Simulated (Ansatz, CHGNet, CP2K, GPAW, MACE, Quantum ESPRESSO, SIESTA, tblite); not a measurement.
## SIESTA on random packing of C68N32 (at. %) (79 atoms): settings against a plane-wave reference

Aim: run random packing of C68N32 (at. %) (79 atoms) in SIESTA and see how near its forces come to a plane-wave reference, and at what cost.

Main program and level: SIESTA 5.4.2; the method is named at each step.

## (1) Starting point

The cell holds 79 atoms: 54 C and 25 N. Cell: a = 8.889 Å, b = 8.889 Å, c = 8.889 Å, α = 90.0°, β = 90.0°, γ = 90.0°. 79 atoms (54 C, 25 N) packed at random in a cube at 2.36 g/cm³ and pushed apart as soft spheres; a start for melting by ab initio MD, not an equilibrated structure. Then every atom was moved at random, 0.02 Å r.m.s. a Cartesian component.

The yardstick, on the same geometry:

```
method                 : Kohn-Sham DFT, PBE, PAW, plane waves (Ansatz 0.2.0); cutoff 420 eV, Γ point, fermi-dirac smearing of 0.05 eV; PAW set soft_2
r.m.s. force component : 1.957 eV/Å
longest force          : 5.884 eV/Å
pressure               : -23.89 GPa
SCF cycles             : 9
time                   : 4.4 s on 8 threads of Arm Neoverse V2, shared host
CPU time               : 24 s
```

## (2) PBE, DZP, shift 0.01 Ry, mesh 500 Ry

Method: Kohn-Sham DFT, PBE, PseudoDojo 0.4.1 norm-conserving pseudopotentials (converted to PSML), numerical atomic orbitals (DZP), diagonalisation.

The .psml files are PseudoDojo norm-conserving potentials that we converted to this format, checked against plane waves on the same files for H, C, O, Si, Ge and Ca alone.

Input file input.fdf:

```
SystemLabel cell
NumberOfAtoms 79
NumberOfSpecies 2
%block ChemicalSpeciesLabel
  1 6 C
  2 7 N
%endblock ChemicalSpeciesLabel
LatticeConstant 1.0 Ang
%block LatticeVectors
  8.88940 0.00000 0.00000
  0.00000 8.88940 0.00000
  0.00000 0.00000 8.88940
%endblock LatticeVectors
PAO.BasisSize DZP
PAO.EnergyShift 0.01 Ry
XC.Functional GGA
XC.Authors PBE
MeshCutoff 500 Ry
%block kgrid_Monkhorst_Pack
  1 0 0 0.0
  0 1 0 0.0
  0 0 1 0.0
%endblock kgrid_Monkhorst_Pack
SolutionMethod diagon
OccupationFunction FD
ElectronicTemperature 580 K
SCF.Mixer.Method Pulay
SCF.Mixer.Weight 0.05
SCF.Mixer.History 8
SCF.Mix Hamiltonian
MaxSCFIterations 300
SCF.DM.Tolerance 1e-04
SCF.H.Tolerance 1.0e-3 eV
WriteForces T
Write.HirshfeldPop T
Write.VoronoiPop T
Write.DM F
Write.H F
XML.Write F
AtomicCoordinatesFormat Fractional
%block AtomicCoordinatesAndAtomicSpecies
  0.72123 0.34128 0.08779 1
  0.44391 0.75793 0.51234 1
  0.52761 0.23174 0.46630 1
  0.55701 0.51288 0.08372 1
  0.33039 0.06713 0.28738 1
  0.81274 0.10984 0.97678 1
  0.68337 0.93093 0.69705 1
  0.08994 0.77335 0.66374 1
  0.13648 0.21605 0.92809 1
  0.10986 0.29800 0.12476 1
  0.56999 0.70672 0.64584 1
  0.12241 0.58894 0.66372 1
  0.07954 0.80486 0.21569 1
  0.38414 0.02741 0.49020 1
  0.83776 0.21881 0.65698 1
  0.15830 0.96637 0.99318 1
  0.51416 0.03981 0.12836 1
  0.06794 0.22708 0.30390 1
  0.24832 0.47758 0.39726 1
  0.12406 0.42025 0.54627 1
  0.17731 0.63540 0.13885 1
  0.83958 0.31386 0.26108 1
  0.81205 0.02484 0.55955 1
  0.65921 0.28059 0.63634 1
  0.83791 0.58975 0.55430 1
  0.56924 0.26362 0.84094 1
  0.82054 0.87462 0.18326 1
  0.72748 0.11443 0.14685 1
  0.38734 0.22650 0.15457 1
  0.31278 0.65876 0.66964 1
  0.98269 0.66407 0.99630 1
  0.53812 0.85904 0.04362 1
  0.80321 0.77988 0.69483 1
  0.81782 0.45934 0.78940 1
  0.19951 0.75204 0.97366 1
  0.07013 0.40270 0.76209 1
  0.18307 0.81783 0.39015 1
  0.78305 0.64804 0.98238 1
  0.68862 0.07009 0.42676 1
  0.49844 0.44939 0.28963 1
  0.71739 0.88581 0.36951 1
  0.93803 0.45165 0.62665 1
  0.41081 0.81974 0.19373 1
  0.99961 0.55690 0.45478 1
  0.43181 0.51712 0.56338 1
  0.82115 0.21167 0.42523 1
  0.82898 0.26990 0.86702 1
  0.56995 0.53578 0.86405 1
  0.31420 0.28672 0.82337 1
  0.32495 0.94135 0.77184 1
  0.71782 0.51837 0.25874 1
  0.32360 0.11828 0.92014 1
  0.36886 0.61085 0.13680 1
  0.65001 0.10776 0.75383 1
  0.25316 0.86427 0.57840 2
  0.27689 0.32559 0.64143 2
[... 19 atom lines left out ...]
  0.21231 0.46838 0.20912 2
  0.72162 0.69445 0.40824 2
  0.66812 0.36900 0.42412 2
  0.05114 0.26052 0.63055 2
%endblock AtomicCoordinatesAndAtomicSpecies
```

Launch:

```console
> OMP_NUM_THREADS=1 mpirun -np 2 siesta < input.fdf > output.txt
```

Log:

```text
Version         : 5.4.2
reinit: System Name:
reinit: System Label: cell
initatom: Reading input for the pseudopotentials and atomic orbitals ----------
Species number:   1 Atomic number:    6 Label: C
Species number:   2 Atomic number:    7 Label: N
Ground state valence configuration (from tables):   2s02  2p02  3d00  4f00
Ground state valence configuration (from tables):   2s02  2p03  3d00  4f00
---- Processing specs for species: C
GGA--PBE XC_GGA_X_PBE--XC_GGA_C_PBE pb
---- Processing specs for species: N
GGA--PBE XC_GGA_X_PBE--XC_GGA_C_PBE pb
C pseudopotential only contains V_ls up to l=1 -- lmxkb reset.
N pseudopotential only contains V_ls up to l=1 -- lmxkb reset.
Using PAO.SplitTailNorm
%block ChemicalSpeciesLabel
    1    6 C                       # Species index, atomic number, species label
    2    7 N                       # Species index, atomic number, species label
%endblock ChemicalSpeciesLabel
%block PAO.Basis                 # Define Basis set
C                     2                    # Species label, number of l-shells
 n=2   0   2                         # n, l, Nzeta
   4.484      3.048
   1.000      1.000
 n=2   1   2 P   1                   # n, l, Nzeta, Polarization, NzetaPol
   5.436      3.692
   1.000      1.000
N                     2                    # Species label, number of l-shells
 n=2   0   2                         # n, l, Nzeta
   3.944      2.617
   1.000      1.000
 n=2   1   2 P   1                   # n, l, Nzeta, Polarization, NzetaPol
   4.781      3.167
   1.000      1.000
%endblock PAO.Basis
coor:   Atomic-coordinates input format  =     Fractional
siesta: System type = bulk
initatomlists: Number of atoms, orbitals, and projectors:     79  1027   632
siesta: ******************** Simulation parameters ****************************
Total number of electrons:   341.000000
Total ionic charge:   341.000000
 Kpoints in:            1 . Kpoints trimmed:            1
siesta: k-grid: Number of k-points = 1
siesta: k-points from Monkhorst-Pack grid
siesta: k-cutoff (effective) =     4.445 Ang
siesta: k-point supercell and displacements
siesta: k-grid:     1     0     0      0.000
siesta: k-grid:     0     1     0      0.000
siesta: k-grid:     0     0     1      0.000
                     ====================================
                        Single-point calculation
                     ====================================
outcell: Unit cell vectors (Ang):
        8.889400    0.000000    0.000000
        0.000000    8.889400    0.000000
        0.000000    0.000000    8.889400
outcell: Cell vector modules (Ang)   :    8.889400    8.889400    8.889400
outcell: Cell angles (23,13,12) (deg):     90.0000     90.0000     90.0000
outcell: Cell volume (Ang**3)        :    702.4531
Gamma-point calculation with multiply-connected orbital pairs
Gamma-point calculation with multiply-connected orbital pairs
Folding of H and S implicitly performed
Folding of H and S implicitly performed
new_DM -- step:     1
Initializing Density Matrix...
Attempting to read DM from file... Failed...
DM filled with atomic data:
InitMesh: MESH = 120 x 120 x 120 = 1728000
InitMesh: Mesh cutoff (required, used) =   500.000   503.639 Ry
stepf: Fermi-Dirac step function
        iscf     Eharris(eV)        E_KS(eV)     FreeEng(eV)     dDmax    Ef(eV) dHmax(eV)
   scf:    1   -15544.531067   -15589.315674   -15589.612330  1.408622 -4.266391  8.764623
   scf:    2   -15613.192418   -15604.816391   -15605.125624  0.136948 -4.279044  3.516974
   scf:    3   -15611.475296   -15608.830615   -15609.154343  0.074472 -4.296948  2.079373
   scf:    4   -15612.018884   -15610.825309   -15611.160265  0.062095 -4.336377  1.083319
   scf:    5   -15611.941623   -15611.467881   -15611.811221  0.023878 -4.374789  0.896576
   scf:    6   -15612.066605   -15611.798296   -15612.145073  0.013433 -4.409825  0.598386
[...]
scf:   20   -15612.202184   -15612.202190   -15612.552183  0.000128 -4.544827  0.001649
   scf:   21   -15612.202192   -15612.202191   -15612.552185  0.000078 -4.544726  0.001101
   scf:   22   -15612.202207   -15612.202199   -15612.552188  0.000088 -4.544707  0.000489
SCF Convergence by DM+H criterion
max |DM_out - DM_in|         :     0.0000875404
max |H_out - H_in|      (eV) :     0.0004886687
SCF cycle converged after 22 iterations
Using DM_out to compute the final energy and forces
siesta: E_KS(eV) =           -15612.2022
siesta: E_KS - E_eggbox =    -15612.2022
siesta: Atomic forces (eV/Ang):
     1    0.878532   -1.988790    2.469962
     2    1.461974   -2.021723    2.031305
     3    5.076228   -0.683736    1.521174
     4    0.330595   -0.651336   -0.023277
     5   -2.393397    0.076474   -1.117542
     6   -1.230556    0.925042    0.938592
[...]
77   -2.015616    1.347910   -0.508107
    78   -1.998051   -0.808217   -0.227496
    79   -0.251940    2.714479    1.440519
----------------------------------------
   Tot   -0.001116   -0.006321   -0.000712
----------------------------------------
   Max    5.076228
   Res    1.922079    sqrt( Sum f_i^2 / 3N )
----------------------------------------
   Max    5.076228    constrained
Stress tensor Voigt[x,y,z,yz,xz,xy] (kbar):      185.54      275.95      205.79      -10.85      -15.28       -1.09
(Free)E + p*V (eV/cell)   -15710.0726
Target enthalpy (eV/cell)   -15612.5522
siesta: Program's energy decomposition (eV):
siesta: Ebs     =     -4062.245396
siesta: Eions   =     26520.776835
siesta: Ena     =      6471.102613
siesta: Ekin    =      9450.780488
siesta: Enl     =      -383.535858
siesta: DEna    =       225.859966
siesta: DUscf   =         7.641985
siesta: Ex      =     -4448.985906
siesta: Ec      =      -414.288653
siesta: Exc     =     -4863.274559
siesta: Eharris =    -15612.202207
siesta: Etot    =    -15612.202199
siesta: FreeEng =    -15612.552188
siesta: Final energy (eV):
siesta:  Band Struct. =   -4062.245396
siesta:       Kinetic =    9450.780488
siesta:       Hartree =    2913.110854
siesta:         Exch. =   -4448.985906
siesta:         Corr. =    -414.288653
siesta:   Exch.-corr. =   -4863.274559
siesta:  Ion-electron =  -14050.635466
siesta:       Ion-ion =   -9062.183517
siesta:         Total =  -15612.202199
siesta:         Fermi =      -4.544707
siesta: Stress tensor (static) (eV/Ang**3):
siesta:     0.115807   -0.000683   -0.009537
siesta:    -0.000683    0.172234   -0.006775
siesta:    -0.009537   -0.006775    0.128444
siesta: Cell volume =        702.453121 Ang**3
siesta: Pressure (static):
siesta:                Solid            Molecule  Units
siesta:          -0.00151203         -0.00107845  Ry/Bohr**3
siesta:          -0.13882837         -0.09901907  eV/Ang**3
siesta:        -222.42757016       -158.64603375  kBar
    Orbital volume contribution        =          26.890001 eV
    (Free)E + p_basis*V_orbitals       =      -15585.662187 eV
    (Free)Eharris+ p_basis*V_orbitals  =      -15585.662195 eV
Hirshfeld Atomic Populations:
Atom #   charge [q] valence [e]  Species
     1     0.003353    3.996647  C
     2    -0.005829    4.005829  C
     3     0.000505    3.999495  C
     4     0.017760    3.982240  C
     5     0.007919    3.992081  C
     6     0.008008    3.991992  C
[...]
55     0.014785    4.985215  N
    56    -0.063273    5.063273  N
    57    -0.017268    5.017268  N
    58    -0.028619    5.028619  N
    59    -0.045700    5.045700  N
    60    -0.025418    5.025418  N
[...]
--------------------
 Total    -0.000027
Voronoi Atomic Populations:
Atom #   charge [q] valence [e]  Species
[...]
52     0.015921    3.984079  C
    53     0.046087    3.953913  C
    54     0.016165    3.983835  C
[...]
77    -0.040884    5.040884  N
    78    -0.051831    5.051831  N
    79    -0.007024    5.007024  N
--------------------
 Total    -0.000027
```

Wall time 3.1 min (2 MPI ranks of Arm Neoverse V2, shared host); peak memory 1.6 GiB; 6.2 min of CPU time.

Banners, paths, timers and routine set-up lines are dropped from the logs unmarked, and long logs keep their key lines alone; longer cuts are marked.

Compared with the plane-wave run:

```
r.m.s. force component                  : 1.922 eV/Å
r.m.s. difference of force components   : 110.3 meV/Å
longest difference of force vectors     : 423.4 meV/Å
force difference over r.m.s. force      : 5.636 %
slope of forces against the reference's : 0.9807
correlation of force components         : 0.9986
pressure                                : -22.24 GPa
pressure difference                     : 1.648 GPa
```

Length of the force difference by element (eV/Å):

| element | atoms | mean | most |
| --- | --- | --- | --- |
| C | 54 | 0.16 | 0.32 |
| N | 25 | 0.21 | 0.42 |

The surroundings of C39, whose charge lies farthest from its element's mean, nearest first, numbered as they follow in the input and with coordinates relative to it.

```
atom      x      y      z  distance (Å)  Hirshfeld charge (e)     Fx     Fy  Fz (eV/Å)
 C39   0.00   0.00   0.00          0.00                 -0.05   2.74   0.06       1.33
 C23   1.10  -0.40   1.18          1.66                 -0.02  -2.37   1.07       1.55
 C46   1.18   1.26  -0.01          1.72                  0.00  -0.40  -2.32      -3.92
 C41   0.26  -1.64  -0.51          1.73                  0.06   1.20  -0.34      -2.17
  C3  -1.43   1.44   0.35          2.06                  0.00   5.08  -0.68       1.52
 N73   2.50   0.05  -0.17          2.50                 -0.04  -0.56   3.11      -0.58
 C28   0.35   0.39  -2.49          2.54                 -0.03  -0.81   1.24      -4.15
 C24  -0.26   1.87   1.86          2.65                 -0.04  -0.91  -2.96       1.49
 N78  -0.18   2.66  -0.02          2.66                 -0.03  -2.00  -0.81      -0.23
  C7  -0.05  -1.24   2.40          2.70                  0.02   0.58   3.13      -0.59
 C15   1.33   1.32   2.05          2.77                  0.02  -3.43  -0.83      -2.58
 C14  -2.71  -0.38   0.56          2.79                  0.04  -2.86   2.11      -2.38
```

Forces lie 5.6 % from the reference's, at 15 times its CPU time (on 2 against 8 cores).

## (3) PBE, SZ, shift 0.01 Ry, mesh 500 Ry

Method: Kohn-Sham DFT, PBE, PseudoDojo 0.4.1 norm-conserving pseudopotentials (converted to PSML), numerical atomic orbitals (SZ), diagonalisation.

Changes to input.fdf since step 2:

```diff
@@ -13,3 +13,3 @@
 %endblock LatticeVectors
-PAO.BasisSize DZP
+PAO.BasisSize SZ
 PAO.EnergyShift 0.01 Ry
```

Launch:

```console
> OMP_NUM_THREADS=1 siesta < input.fdf > output.txt
```

Log:

```text
Version         : 5.4.2
reinit: System Name:
reinit: System Label: cell
initatom: Reading input for the pseudopotentials and atomic orbitals ----------
Species number:   1 Atomic number:    6 Label: C
Species number:   2 Atomic number:    7 Label: N
Ground state valence configuration (from tables):   2s02  2p02  3d00  4f00
Ground state valence configuration (from tables):   2s02  2p03  3d00  4f00
---- Processing specs for species: C
GGA--PBE XC_GGA_X_PBE--XC_GGA_C_PBE pb
---- Processing specs for species: N
GGA--PBE XC_GGA_X_PBE--XC_GGA_C_PBE pb
C pseudopotential only contains V_ls up to l=1 -- lmxkb reset.
N pseudopotential only contains V_ls up to l=1 -- lmxkb reset.
Using PAO.SplitTailNorm
%block ChemicalSpeciesLabel
[... lines left out ...]
Total number of electrons:   341.000000
[... lines left out ...]
stepf: Fermi-Dirac step function
        iscf     Eharris(eV)        E_KS(eV)     FreeEng(eV)     dDmax    Ef(eV) dHmax(eV)
[... lines left out ...]
SCF Convergence by DM+H criterion
[... lines left out ...]
SCF cycle converged after 22 iterations
[... lines left out ...]
   Max    5.535909
[... lines left out ...]
   Max    5.535909    constrained
Stress tensor Voigt[x,y,z,yz,xz,xy] (kbar):      -18.39       48.50       -5.91        8.71       -5.11       15.60
[... lines left out ...]
siesta: DEna    =       342.717450
siesta: DUscf   =        15.052482
siesta: Ex      =     -4414.502446
siesta: Ec      =      -416.070752
siesta: Exc     =     -4830.573198
siesta: Eharris =    -15563.344333
siesta: Etot    =    -15563.344334
siesta: FreeEng =    -15563.705738
siesta: Final energy (eV):
siesta:  Band Struct. =   -4127.235406
siesta:       Kinetic =    9260.284285
siesta:       Hartree =    2792.451175
siesta:         Exch. =   -4414.502446
siesta:         Corr. =    -416.070752
siesta:   Exch.-corr. =   -4830.573198
siesta:  Ion-electron =  -13723.323080
siesta:       Ion-ion =   -9062.183517
siesta:         Total =  -15563.344334
siesta:         Fermi =      -4.620427
siesta: Stress tensor (static) (eV/Ang**3):
siesta:    -0.011480    0.009740   -0.003188
siesta:     0.009740    0.030274    0.005439
siesta:    -0.003189    0.005439   -0.003688
siesta: Cell volume =        702.453121 Ang**3
siesta: Pressure (static):
siesta:                Solid            Molecule  Units
siesta:          -0.00005484          0.00029111  Ry/Bohr**3
siesta:          -0.00503526          0.02672862  eV/Ang**3
siesta:          -8.06738144         42.82396438  kBar
    Orbital volume contribution        =          13.799636 eV
    (Free)E + p_basis*V_orbitals       =      -15549.906102 eV
    (Free)Eharris+ p_basis*V_orbitals  =      -15549.906102 eV
Hirshfeld Atomic Populations:
Atom #   charge [q] valence [e]  Species
     1     0.000201    3.999799  C
     2     0.004002    3.995998  C
     3     0.011530    3.988470  C
[...]
55     0.007908    4.992092  N
    56    -0.066218    5.066218  N
    57    -0.027931    5.027931  N
[...]
--------------------
 Total    -0.000029
Voronoi Atomic Populations:
Atom #   charge [q] valence [e]  Species
[...]
53     0.037676    3.962324  C
    54    -0.007347    4.007347  C
[...]
78    -0.059010    5.059010  N
    79    -0.013824    5.013824  N
--------------------
 Total    -0.000029
```

Elapsed: 86 s, on 1 thread; peak memory 0.65 GiB.

Compared with the plane-wave run:

```
r.m.s. force component                  : 1.589 eV/Å
r.m.s. difference of force components   : 1411 meV/Å
longest difference of force vectors     : 4946 meV/Å
force difference over r.m.s. force      : 72.11 %
slope of forces against the reference's : 0.5695
correlation of force components         : 0.7016
pressure                                : -0.8067 GPa
pressure difference                     : 23.08 GPa
```

This is a coarse setting, run to see what it loses.

Against the first run (5.6 %), the force difference from the reference is 72 %, at 0.23 times the CPU time (on 1 against 2 cores), with 316 basis functions against 1027: the smaller basis costs accuracy.

(Continued in part 2 of 2.)

[Also dropped from logs without a mark: logging warnings of Python, and SIESTA's first energy breakdown and zero terms.]

[Logs are printed without paths, hosts, clocks, repeated set-up lines and the standing remarks that a program may print on its own settings, such as how far it seeks lower states.]

[Hosts, paths, dates, database ids (printed as entryN), source tags and the programs' standing remarks are cut or masked in the printed files.]
